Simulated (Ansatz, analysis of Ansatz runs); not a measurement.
# MgH2 (P4_2/mnm), nudged elastic band: V_Mg hop (3.0 Å) (q = −2), part 3 of 5

Wanted: path and barrier of a jump of Mg in MgH2 (P4_2/mnm) at charge −2. The case: V_Mg hop (3.0 Å), in a cell of 72 host atoms with 1 Mg taken out.

Ansatz 0.2.0; plane-wave PAW DFT, PBEsol; nudged elastic band between two relaxed defect structures at fixed charge in a uniform background.

So far: The starting structure; Relaxation of the start point, charge −2; Relaxation of the end point, charge −2.

## (4) Nudged elastic band, charge −2

5 movable images are laid between the ends on a pair-potential path, which keeps atoms from colliding in the first guess. Each image feels the true force across the path and a spring force along it. The highest image is set to climb to the top of the path.

This step: plane-wave PAW DFT, PBEsol; nudged elastic band between two relaxed defect structures at fixed charge in a uniform background.

Input file qm2.neb/input.yaml:

```yaml
crystal:
  lattice:
    - [8.95437031, 0.0, 0.0]
    - [0.0, 8.95437031, 0.0]
    - [0.0, 0.0, 9.0232221]
  atoms:
    - { symbol: Mg, position: [0.2494049, 0.24898963, 0.166886] }
    - { symbol: Mg, position: [0.00039145, -6.6e-07, -0.00066204] }
    - { symbol: H, position: [0.34634245, 0.34576745, 0.00418499] }
    - { symbol: H, position: [0.40448313, 0.09909809, 0.1668035] }
    - { symbol: H, position: [0.15318031, 0.15290778, -0.00243582] }
    - { symbol: H, position: [0.09962604, 0.40414575, 0.16680247] }
    - { symbol: Mg, position: [0.25818871, 0.25774881, 0.50441441] }
    - { symbol: Mg, position: [0.00052824, 0.00012853, 0.33436816] }
    - { symbol: H, position: [0.34634262, 0.34584937, 0.32970426] }
    - { symbol: H, position: [0.40405312, 0.09763846, 0.49870934] }
    - { symbol: H, position: [0.15330022, 0.15295082, 0.33589793] }
    - { symbol: H, position: [0.09807986, 0.40366066, 0.49878082] }
    - { symbol: Mg, position: [0.25776918, 0.25735964, 0.82938335] }
    - { symbol: Mg, position: [0.0004864, 2.485e-05, 0.66683856] }
    - { symbol: H, position: [0.34713528, 0.3464566, 0.66720791] }
    - { symbol: H, position: [0.40379396, 0.09736453, 0.8349438] }
    - { symbol: H, position: [0.15060436, 0.150138, 0.6663803] }
    - { symbol: H, position: [0.09790605, 0.40351253, 0.83488045] }
    - { symbol: Mg, position: [0.25161408, 0.74890138, 0.16684563] }
    - { symbol: Mg, position: [0.00046164, 0.50003943, 0.00036708] }
    - { symbol: H, position: [0.34124996, 0.85667601, 0.00335565] }
    - { symbol: H, position: [0.40292321, 0.59748516, 0.1668354] }
    - { symbol: H, position: [0.14378313, 0.65924043, 0.00315091] }
    - { symbol: H, position: [0.09710099, 0.9034425, 0.16684482] }
    - { symbol: Mg, position: [0.25321238, 0.74725148, 0.49956155] }
    - { symbol: Mg, position: [0.00048175, 0.50004527, 0.33333083] }
    - { symbol: H, position: [0.34131904, 0.85667294, 0.33054225] }
    - { symbol: H, position: [0.39537881, 0.60490718, 0.48291159] }
    - { symbol: H, position: [0.14370213, 0.65938798, 0.33032398] }
    - { symbol: H, position: [0.09888281, 0.90148612, 0.49943266] }
    - { symbol: Mg, position: [0.2532316, 0.74729166, 0.83412814] }
    - { symbol: Mg, position: [0.00041193, 0.50010507, 0.66683148] }
    - { symbol: H, position: [0.34344046, 0.85396629, 0.66682901] }
    - { symbol: H, position: [0.39550272, 0.6050478, 0.85075276] }
    - { symbol: H, position: [0.14649826, 0.65712595, 0.66686689] }
    - { symbol: H, position: [0.09906003, 0.9016806, 0.83425015] }
    - { symbol: Mg, position: [0.74930267, 0.25122647, 0.16683512] }
    - { symbol: Mg, position: [0.50047401, 2.026e-05, 0.00035507] }
    - { symbol: H, position: [0.85720882, 0.34075756, 0.0033431] }
    - { symbol: H, position: [0.90381446, 0.09666765, 0.16683468] }
    - { symbol: H, position: [0.65957965, 0.1434847, 0.00310888] }
    - { symbol: H, position: [0.59799508, 0.40265645, 0.1668209] }
    - { symbol: Mg, position: [0.74769954, 0.25278297, 0.49954774] }
    - { symbol: Mg, position: [0.50048951, 4.101e-05, 0.33330634] }
    - { symbol: H, position: [0.85719735, 0.34080666, 0.3305185] }
    - { symbol: H, position: [0.90187865, 0.09841326, 0.49945457] }
    - { symbol: H, position: [0.65975286, 0.14333875, 0.33031946] }
    - { symbol: H, position: [0.60541939, 0.39499058, 0.48283925] }
    - { symbol: Mg, position: [0.74773946, 0.25285395, 0.83410535] }
    - { symbol: Mg, position: [0.50043063, 8.934e-05, 0.66682603] }
    - { symbol: H, position: [0.85441401, 0.3430154, 0.6668039] }
    - { symbol: H, position: [0.90205615, 0.09858968, 0.83420961] }
    - { symbol: H, position: [0.65745222, 0.14618921, 0.66684744] }
    - { symbol: H, position: [0.60577423, 0.39538093, 0.85076841] }
    - { symbol: Mg, position: [0.75155682, 0.75113903, 0.16681865] }
    - { symbol: Mg, position: [0.50042027, 0.49999915, -0.00894929] }
    - { symbol: H, position: [0.8476458, 0.8471693, -0.00223098] }
    - { symbol: H, position: [0.90130083, 0.59591757, 0.16687299] }
    - { symbol: H, position: [0.65455512, 0.65430933, 0.00403379] }
    - { symbol: H, position: [0.59648812, 0.90100358, 0.16684788] }
    - { symbol: Mg, position: [0.74309904, 0.74272804, 0.50430086] }
    - { symbol: Mg, position: [0.50053047, 0.50010567, 0.34259759] }
    - { symbol: H, position: [0.84767262, 0.84730884, 0.33612805] }
    - { symbol: H, position: [0.90303061, 0.59664884, 0.49872842] }
    - { symbol: H, position: [0.65462202, 0.6543417, 0.32952089] }
    - { symbol: H, position: [0.5970352, 0.9026512, 0.49876921] }
    - { symbol: Mg, position: [0.74278241, 0.74237343, 0.82926457] }
    - { symbol: H, position: [0.85040004, 0.84988538, 0.66721028] }
    - { symbol: H, position: [0.90287695, 0.59646205, 0.83493715] }
    - { symbol: H, position: [0.65392858, 0.65348757, 0.66651694] }
    - { symbol: H, position: [0.59696382, 0.90255118, 0.83489394] }
total_charge: -2
basis:
  ecutwfc: 420
  xc_grid: 2
hamiltonian:
  xc: pbesol
kpoints:
  mp_grid: { grid: [1, 1, 1], shift: [0.25, 0.25, 0.25] }
scf:
  occupations: { method: fixed }
  max_iter: 100
output:
  forces: true
neb:
  images: 5
  f_tol: 0.04
  climbing: true
  initial_path: idpp
  max_iterations: 45
  order_check: true
  final_atoms:
    - { symbol: Mg, position: [0.25801329, 0.25760737, 0.17256697] }
    - { symbol: Mg, position: [0.00047488, 8.241e-05, 0.00245595] }
[... 4 atom lines left out ...]
    - { symbol: Mg, position: [0.25789879, 0.2574764, 0.49760706] }
[... 1 atom line left out ...]
    - { symbol: H, position: [0.34685524, 0.34632522, 0.33529071] }
[... 5 atom lines left out ...]
    - { symbol: H, position: [0.34625798, 0.34581254, 0.67245228] }
[... 6 atom lines left out ...]
    - { symbol: H, position: [0.39562385, 0.60504553, 0.15116651] }
[... 2 atom lines left out ...]
    - { symbol: Mg, position: [0.25320586, 0.74722418, 0.50225921] }
[... 2 atom lines left out ...]
    - { symbol: H, position: [0.39532548, 0.6047554, 0.51885757] }
[... 14 atom lines left out ...]
    - { symbol: Mg, position: [0.74766025, 0.2527727, 0.50227647] }
[... 4 atom lines left out ...]
    - { symbol: H, position: [0.60520322, 0.39489778, 0.51886465] }
[... 12 atom lines left out ...]
    - { symbol: Mg, position: [0.74285398, 0.74247065, 0.49740532] }
    - { symbol: Mg, position: [0.50041679, 0.49997776, 0.65915663] }
[... 2 atom lines left out ...]
    - { symbol: H, position: [0.65410309, 0.65372089, 0.3346686] }
[... 4 atom lines left out ...]
    - { symbol: H, position: [0.65461098, 0.65421957, 0.67208289] }
    - { symbol: H, position: [0.5964353, 0.90094771, 0.83500386] }
```

Run with:

```bash
$ ansatz run input.yaml --threads 4 --pin off --max-ram 7536MiB --backend cpu --events-out ev --progress --plain --runs-dir out
```

Numbers of over 12 decimals in the logs are rounded to 6 here.

What it wrote:

```text
[...]
Warning: neb: disabling space-group detection — the band's intermediate images generally break the endpoint symmetry, so the full k-mesh is solved, and no spatial operation symmetrises the density, except that a semilocal band can use its path's symmetry [...]
[...]
parallel-image band execution: 4 concurrent image workers
NEB image 0
Crystal: 71 atoms, lattice volume = 723.489 Å³
Basis set: ecut = 420 eV, 14111 PW (Γ), exchange–correlation on 120×120×128 points (8 copies of the dense FFT grid, shifted against one another)
Bands: 211, of which v1, the nominal top of the filled ones, is band 140 counted from 1 (139 counted from 0)
Symmetry: 1 space group operations
k-points: 1
[...]
SCF iter   1: F=—  HF=-44731.889643 eV  |F-HF|=—  |Δ(HF+E_count)|=         —  Δρ=1.88e-2  dr2=1.66e0  ethr=1.77e-3  ⟨swp⟩=5.0  Hψ=596  notcnv=0  defer=69
[...]
SCF iter   7: F=-44731.029530 eV  HF=-44731.029530 eV  |F-HF|=1.07e-8  |Δ(HF+E_count)|=   2.57e-7  Δρ=1.35e-6  dr2=1.27e-8  ethr=3.57e-11  ⟨swp⟩=4.0  Hψ=543  notcnv=0
SCF 1 converged in 7 iterations: F = -44731.029530 eV  dr2 = 1.27e-8
[...]
NSCF: frozen V_eff on 1 k-points
NEB image 6
SCF iter   1: F=—  HF=-44731.889704 eV  |F-HF|=—  |Δ(HF+E_count)|=         —  Δρ=1.88e-2  dr2=1.66e0  ethr=1.77e-3  ⟨swp⟩=5.0  Hψ=596  notcnv=0  defer=69
[...]
SCF iter   7: F=-44731.029521 eV  HF=-44731.029521 eV  |F-HF|=1.07e-8  |Δ(HF+E_count)|=   2.61e-7  Δρ=1.35e-6  dr2=1.26e-8  ethr=3.57e-11  ⟨swp⟩=4.0  Hψ=543  notcnv=0
SCF 2 converged in 7 iterations: F = -44731.029521 eV  dr2 = 1.26e-8
[...]
NEB end point (image 0): max|allowed force component| = 3.342e-3 eV/Å (the criterion of neb.relax_end_points is 1.000e-2)
NEB end point (image 6): max|allowed force component| = 6.086e-3 eV/Å (the criterion of neb.relax_end_points is 1.000e-2)
NEB image 1
SCF iter   1: F=—  HF=-44731.493381 eV  |F-HF|=—  |Δ(HF+E_count)|=         —  Δρ=1.88e-2  dr2=1.67e0  ethr=1.77e-3  ⟨swp⟩=5.0  Hψ=598  notcnv=0  defer=67
[...]
SCF iter   7: F=-44730.631264 eV  HF=-44730.631264 eV  |F-HF|=6.63e-9  |Δ(HF+E_count)|=   2.36e-7  Δρ=1.42e-6  dr2=1.21e-8  ethr=3.57e-11  ⟨swp⟩=4.0  Hψ=543  notcnv=0
SCF 3 converged in 7 iterations: F = -44730.631264 eV  dr2 = 1.21e-8
NEB image 2
SCF iter   1: F=—  HF=-44730.837468 eV  |F-HF|=—  |Δ(HF+E_count)|=         —  Δρ=1.88e-2  dr2=1.73e0  ethr=1.77e-3  ⟨swp⟩=5.0  Hψ=600  notcnv=0  defer=67
[...]
SCF iter   7: F=-44729.956538 eV  HF=-44729.956538 eV  |F-HF|=4.50e-9  |Δ(HF+E_count)|=   2.73e-7  Δρ=1.48e-6  dr2=1.32e-8  ethr=3.57e-11  ⟨swp⟩=4.0  Hψ=543  notcnv=0
SCF 4 converged in 7 iterations: F = -44729.956538 eV  dr2 = 1.32e-8
NEB image 3
SCF iter   1: F=—  HF=-44730.526268 eV  |F-HF|=—  |Δ(HF+E_count)|=         —  Δρ=1.89e-2  dr2=1.79e0  ethr=1.77e-3  ⟨swp⟩=5.0  Hψ=601  notcnv=0  defer=67
[...]
SCF iter   7: F=-44729.624931 eV  HF=-44729.624931 eV  |F-HF|=4.74e-9  |Δ(HF+E_count)|=   3.05e-7  Δρ=1.47e-6  dr2=1.38e-8  ethr=3.57e-11  ⟨swp⟩=4.0  Hψ=543  notcnv=0
SCF 5 converged in 7 iterations: F = -44729.624931 eV  dr2 = 1.38e-8
NEB image 4
SCF iter   1: F=—  HF=-44730.836798 eV  |F-HF|=—  |Δ(HF+E_count)|=         —  Δρ=1.88e-2  dr2=1.73e0  ethr=1.77e-3  ⟨swp⟩=5.0  Hψ=598  notcnv=0  defer=68
[...]
SCF iter   7: F=-44729.955908 eV  HF=-44729.955908 eV  |F-HF|=4.59e-9  |Δ(HF+E_count)|=   2.81e-7  Δρ=1.48e-6  dr2=1.32e-8  ethr=3.57e-11  ⟨swp⟩=4.0  Hψ=543  notcnv=0
SCF 6 converged in 7 iterations: F = -44729.955908 eV  dr2 = 1.32e-8
NEB image 5
SCF iter   1: F=—  HF=-44731.492390 eV  |F-HF|=—  |Δ(HF+E_count)|=         —  Δρ=1.88e-2  dr2=1.67e0  ethr=1.77e-3  ⟨swp⟩=5.0  Hψ=596  notcnv=0  defer=69
[...]
SCF iter   7: F=-44730.630254 eV  HF=-44730.630254 eV  |F-HF|=6.41e-9  |Δ(HF+E_count)|=   2.39e-7  Δρ=1.39e-6  dr2=1.17e-8  ethr=3.57e-11  ⟨swp⟩=4.0  Hψ=543  notcnv=0
SCF 7 converged in 7 iterations: F = -44730.630254 eV  dr2 = 1.17e-8
NEB iter   1: max|band force component| = 7.241e-1 eV/Å  barrier→ = 1.4046 eV  barrier← = 1.4046 eV  Δτ_max = 0.2000 Å  (49 SCF iters)
NEB image 1
[...]
iter 1 solved again at ethr=2.23e-4 eV; its pass at ethr=3.10e-3 eV (dr2=6.23e-1 eV) is discarded
[...]
SCF iter   7: F=-44730.784891 eV  HF=-44730.784891 eV  |F-HF|=6.80e-9  |Δ(HF+E_count)|=   3.82e-8  Δρ=9.56e-7  dr2=7.72e-9  ethr=3.57e-11  ⟨swp⟩=4.0  Hψ=613  notcnv=0
SCF 8 converged in 7 iterations: F = -44730.784891 eV  dr2 = 7.72e-9
NEB image 2
[...]
SCF iter   7: F=-44730.354141 eV  HF=-44730.354141 eV  |F-HF|=4.08e-9  |Δ(HF+E_count)|=   7.64e-9  Δρ=8.91e-7  dr2=6.27e-9  ethr=3.57e-11  ⟨swp⟩=4.0  Hψ=496  notcnv=0
SCF 9 converged in 7 iterations: F = -44730.354141 eV  dr2 = 6.27e-9
NEB image 3
[...]
SCF iter   7: F=-44730.103350 eV  HF=-44730.103350 eV  |F-HF|=2.03e-9  |Δ(HF+E_count)|=   6.60e-9  Δρ=8.45e-7  dr2=5.15e-9  ethr=3.57e-11  ⟨swp⟩=4.0  Hψ=496  notcnv=0
SCF 10 converged in 7 iterations: F = -44730.103350 eV  dr2 = 5.15e-9
NEB image 4
[...]
SCF iter   7: F=-44730.354589 eV  HF=-44730.354589 eV  |F-HF|=4.14e-9  |Δ(HF+E_count)|=   6.10e-9  Δρ=8.90e-7  dr2=6.25e-9  ethr=3.57e-11  ⟨swp⟩=4.0  Hψ=496  notcnv=0
SCF 11 converged in 7 iterations: F = -44730.354589 eV  dr2 = 6.25e-9
NEB image 5
[...]
SCF iter   7: F=-44730.785172 eV  HF=-44730.785172 eV  |F-HF|=6.37e-9  |Δ(HF+E_count)|=   5.80e-8  Δρ=8.74e-7  dr2=6.96e-9  ethr=3.57e-11  ⟨swp⟩=4.0  Hψ=613  notcnv=0
SCF 12 converged in 7 iterations: F = -44730.785172 eV  dr2 = 6.96e-9
NEB iter   2: max|band force component| = 4.001e-1 eV/Å  barrier→ = 0.9262 eV  barrier← = 0.9262 eV  CI = image 3  Δτ_max = 0.0798 Å  (35 SCF iters)
NEB image 1
[...]
SCF iter   6: F=-44730.838369 eV  HF=-44730.838369 eV  |F-HF|=1.75e-10  |Δ(HF+E_count)|=   1.20e-7  Δρ=2.05e-6  dr2=2.52e-8  ethr=3.57e-11  ⟨swp⟩=4.0  Hψ=614  notcnv=0
SCF 13 converged in 6 iterations: F = -44730.838369 eV  dr2 = 2.52e-8
NEB image 2
[...]
SCF iter   6: F=-44730.392713 eV  HF=-44730.392713 eV  |F-HF|=7.23e-9  |Δ(HF+E_count)|=   7.50e-8  Δρ=1.61e-6  dr2=1.34e-8  ethr=3.57e-11  ⟨swp⟩=4.0  Hψ=622  notcnv=0
SCF 14 converged in 6 iterations: F = -44730.392713 eV  dr2 = 1.34e-8
NEB image 3
[...]
SCF iter   6: F=-44730.167448 eV  HF=-44730.167448 eV  |F-HF|=5.57e-9  |Δ(HF+E_count)|=   5.47e-8  Δρ=1.49e-6  dr2=1.24e-8  ethr=3.57e-11  ⟨swp⟩=4.0  Hψ=538  notcnv=0
[...]
SCF 77 converged in 6 iterations: F = -44730.325940 eV  dr2 = 1.95e-8
NEB point between images 2 and 3
[...]
SCF iter   7: F=-44730.290325 eV  HF=-44730.290325 eV  |F-HF|=1.16e-9  |Δ(HF+E_count)|=   3.05e-8  Δρ=7.39e-7  dr2=4.39e-9  ethr=3.57e-11  ⟨swp⟩=4.0  Hψ=586  notcnv=0
SCF 78 converged in 7 iterations: F = -44730.290325 eV  dr2 = 4.39e-9
NEB point between images 3 and 4
[...]
SCF iter   6: F=-44730.290612 eV  HF=-44730.290612 eV  |F-HF|=8.88e-10  |Δ(HF+E_count)|=   1.96e-7  Δρ=1.61e-6  dr2=1.86e-8  ethr=3.57e-11  ⟨swp⟩=4.0  Hψ=624  notcnv=0
SCF 79 converged in 6 iterations: F = -44730.290612 eV  dr2 = 1.86e-8
NEB point between images 3 and 4
[...]
SCF iter   7: F=-44730.330260 eV  HF=-44730.330260 eV  |F-HF|=4.79e-9  |Δ(HF+E_count)|=   1.33e-7  Δρ=9.26e-7  dr2=8.56e-9  ethr=3.57e-11  ⟨swp⟩=4.0  Hψ=531  notcnv=0
SCF 80 converged in 7 iterations: F = -44730.330260 eV  dr2 = 8.56e-9
NEB iter  10: max|band force component| = 1.490e-2 eV/Å  barrier→ = 0.7352 eV  barrier← = 0.7352 eV  CI = image 3  Δτ_max = 0.0000 Å  (207 SCF iters)
SCF converged after 5 iterations
Free energy (F): -44730.294299 eV
[...]
Internal energy: -44730.294299 eV  (E = F + TS)
E sigma→0 (E₀):  -44730.294299 eV
Fermi energy:    2.000605 eV
[...]
--- Forces (eV/Å), atoms counted from 1 ---
  atom   1  Mg     0.00030378     0.00028477    -0.00036933
  atom   2  Mg    -0.00237933    -0.00238818     0.00062991
  [... 4 atoms left out ...]
  atom   7  Mg     0.00874137     0.00965607     0.00039922
  [... 1 atom left out ...]
  atom   9  H     -0.00215452    -0.00311456     0.00111892
  [... 5 atoms left out ...]
  atom  15  H     -0.00184265    -0.00283591    -0.00093601
  [... 9 atoms left out ...]
  atom  25  Mg    -0.00243347    -0.01084955    -0.00013200
  [... 2 atoms left out ...]
  atom  28  H      0.00762978     0.00180418    -0.00083284
  [... 19 atoms left out ...]
  atom  48  H      0.00359414     0.00846324    -0.00075929
  [... 12 atoms left out ...]
  atom  61  Mg     0.00459394     0.00705789    -0.00111867
  atom  62  Mg    -0.00563135    -0.00398506    -0.00157129
  [... 2 atoms left out ...]
  atom  65  H     -0.00439531    -0.00841935    -0.00011401
  [... 4 atoms left out ...]
  atom  70  H     -0.00124640    -0.00520108     0.00186940
  [... 1 atom left out ...]
  max |Σ_I F_I| component: 2.26e-5 eV/Å
--- Band table (eV) ---
[...]
this run last wrote the band of iteration 10 to <dir>
--- NEB band (7 images, 10 band iterations, 477 SCF iterations) ---
  forward barrier  = 0.735231 eV
  backward barrier = 0.735222 eV
  climbing image's point = a first-order saddle point (lowest curvatures found: -0.16 and 0.30 eV/Å²)
  energies are F+E_penalty+E_count in eV, relative to image 0
  image     s (Å)  Δ vs image 0  max|band force component| (eV/Å)
      0    0.0000      0.000000                                 —
      1    0.6619      0.168252                          9.756e-3
      2    1.3239      0.635422                          1.480e-2
  *   3    1.9859      0.735231                          1.112e-2
      4    2.6417      0.628011                          1.490e-2
      5    3.2975      0.160901                          9.697e-3
      6    3.9533      0.000009                                 —
  saddle-point geometry (image 3):
  cell:  # Å, volume = 723.4887 Å³
    - [8.95437031, 0.0, 0.0]
    - [0.0, 8.95437031, 0.0]
    - [0.0, 0.0, 9.0232221]
  atoms:
    - { symbol: Mg, position: [0.257537, 0.257108, 0.171155] }
    - { symbol: Mg, position: [0.000116, -0.000286, 0.000978] }
    - { symbol: H, position: [0.346644, 0.346156, 0.001013] }
    - { symbol: H, position: [0.404990, 0.097680, 0.166849] }
    - { symbol: H, position: [0.154817, 0.154410, 0.000758] }
    - { symbol: H, position: [0.098155, 0.404597, 0.166855] }
    - { symbol: Mg, position: [0.264022, 0.263585, 0.500939] }
    - { symbol: Mg, position: [0.005005, 0.004604, 0.329172] }
    - { symbol: H, position: [0.349981, 0.349617, 0.333480] }
    - { symbol: H, position: [0.404593, 0.097108, 0.500855] }
    - { symbol: H, position: [0.153845, 0.153479, 0.337367] }
    - { symbol: H, position: [0.097589, 0.404216, 0.500855] }
    - { symbol: Mg, position: [0.257374, 0.256943, 0.830839] }
    - { symbol: Mg, position: [0.005059, 0.004657, 0.672607] }
    - { symbol: H, position: [0.349999, 0.349634, 0.668757] }
    - { symbol: H, position: [0.405076, 0.097738, 0.834903] }
    - { symbol: H, position: [0.153783, 0.153414, 0.663793] }
    - { symbol: H, position: [0.098214, 0.404683, 0.834889] }
    - { symbol: Mg, position: [0.254676, 0.745242, 0.166598] }
    - { symbol: Mg, position: [-0.002034, 0.499304, 0.000882] }
    - { symbol: H, position: [0.338229, 0.858662, 0.000960] }
    - { symbol: H, position: [0.403569, 0.605719, 0.157934] }
    - { symbol: H, position: [0.139589, 0.659787, 0.000747] }
    - { symbol: H, position: [0.100152, 0.903223, 0.166283] }
    - { symbol: Mg, position: [0.238186, 0.755581, 0.500928] }
    - { symbol: Mg, position: [0.001701, 0.498280, 0.334404] }
    - { symbol: H, position: [0.340738, 0.854530, 0.337279] }
    - { symbol: H, position: [0.353587, 0.592210, 0.501092] }
    - { symbol: H, position: [0.137584, 0.663233, 0.329821] }
    - { symbol: H, position: [0.086185, 0.901013, 0.500829] }
    - { symbol: Mg, position: [0.254645, 0.745368, 0.835085] }
    - { symbol: Mg, position: [0.001785, 0.498295, 0.667407] }
    - { symbol: H, position: [0.340539, 0.854804, 0.664602] }
    - { symbol: H, position: [0.403380, 0.605584, 0.843127] }
    - { symbol: H, position: [0.137464, 0.663506, 0.671820] }
    - { symbol: H, position: [0.100199, 0.903272, 0.835584] }
    - { symbol: Mg, position: [0.745646, 0.254283, 0.166592] }
    - { symbol: Mg, position: [0.499719, -0.002467, 0.000885] }
    - { symbol: H, position: [0.859130, 0.337784, 0.000961] }
    - { symbol: H, position: [0.903612, 0.099732, 0.166289] }
    - { symbol: H, position: [0.660153, 0.139206, 0.000748] }
    - { symbol: H, position: [0.606148, 0.403205, 0.157912] }
    - { symbol: Mg, position: [0.755984, 0.237766, 0.500930] }
    - { symbol: Mg, position: [0.498721, 0.001272, 0.334410] }
    - { symbol: H, position: [0.854991, 0.340243, 0.337280] }
    - { symbol: H, position: [0.901391, 0.085734, 0.500829] }
    - { symbol: H, position: [0.663674, 0.137156, 0.329787] }
    - { symbol: H, position: [0.592529, 0.353098, 0.501075] }
    - { symbol: Mg, position: [0.745770, 0.254252, 0.835093] }
    - { symbol: Mg, position: [0.498733, 0.001356, 0.667405] }
    - { symbol: H, position: [0.855263, 0.340049, 0.664603] }
    - { symbol: H, position: [0.903657, 0.099777, 0.835576] }
    - { symbol: H, position: [0.663943, 0.137039, 0.671853] }
    - { symbol: H, position: [0.606014, 0.403018, 0.843146] }
    - { symbol: Mg, position: [0.739875, 0.739429, 0.169894] }
    - { symbol: Mg, position: [0.499285, 0.498896, 0.000590] }
    - { symbol: H, position: [0.844898, 0.844442, 0.001302] }
    - { symbol: H, position: [0.894619, 0.591048, 0.169666] }
    - { symbol: H, position: [0.653032, 0.652664, 0.000682] }
    - { symbol: H, position: [0.591471, 0.894158, 0.169698] }
    - { symbol: Mg, position: [0.771512, 0.771036, 0.500971] }
    - { symbol: Mg, position: [0.540300, 0.539866, 0.502053] }
    - { symbol: H, position: [0.851449, 0.851033, 0.324130] }
    - { symbol: H, position: [0.904263, 0.599943, 0.500973] }
    - { symbol: H, position: [0.655530, 0.655320, 0.357244] }
    - { symbol: H, position: [0.600317, 0.903657, 0.500977] }
    - { symbol: Mg, position: [0.740374, 0.739928, 0.832231] }
    - { symbol: H, position: [0.851601, 0.851188, 0.678018] }
    - { symbol: H, position: [0.894735, 0.591035, 0.832150] }
    - { symbol: H, position: [0.655858, 0.655640, 0.645070] }
    - { symbol: H, position: [0.591462, 0.894278, 0.832123] }
```

The job ended after 6.2 min (4 threads of Arm Neoverse V2, shared host; peak memory 3.3 GiB; 18 min of CPU time).

Images along the path:

```
image  path (Å)  energy (eV)    Mg62: x, y, z (Å)
    0     0.000       0.0000  4.482, 4.478, 3.091
    1     0.662       0.1683  4.550, 4.547, 3.402
    2     1.324       0.6354  4.696, 4.692, 3.946
    3     1.986       0.7352  4.838, 4.834, 4.530
    4     2.642       0.6280  4.692, 4.688, 5.109
    5     3.298       0.1609  4.549, 4.545, 5.646
    6     3.953       0.0000  4.481, 4.477, 5.948
```

Numbers from this step:

| Property | Result |
| --- | --- |
| free energy | -44730.2943 eV |
| barrier forward | 0.7352 eV |
| barrier backward | 0.7352 eV |
| end less start | 8.62e-6 eV |
| hop length | 2.856 Å |

[end of part 3 of 5]

[Logs are printed without paths, hosts, clocks, repeated set-up lines and the standing remarks that a program may print on its own settings, such as how far it seeks lower states.]

[Hosts, paths, dates, database ids (printed as entryN), source tags and the programs' standing remarks are cut or masked in the printed files.]
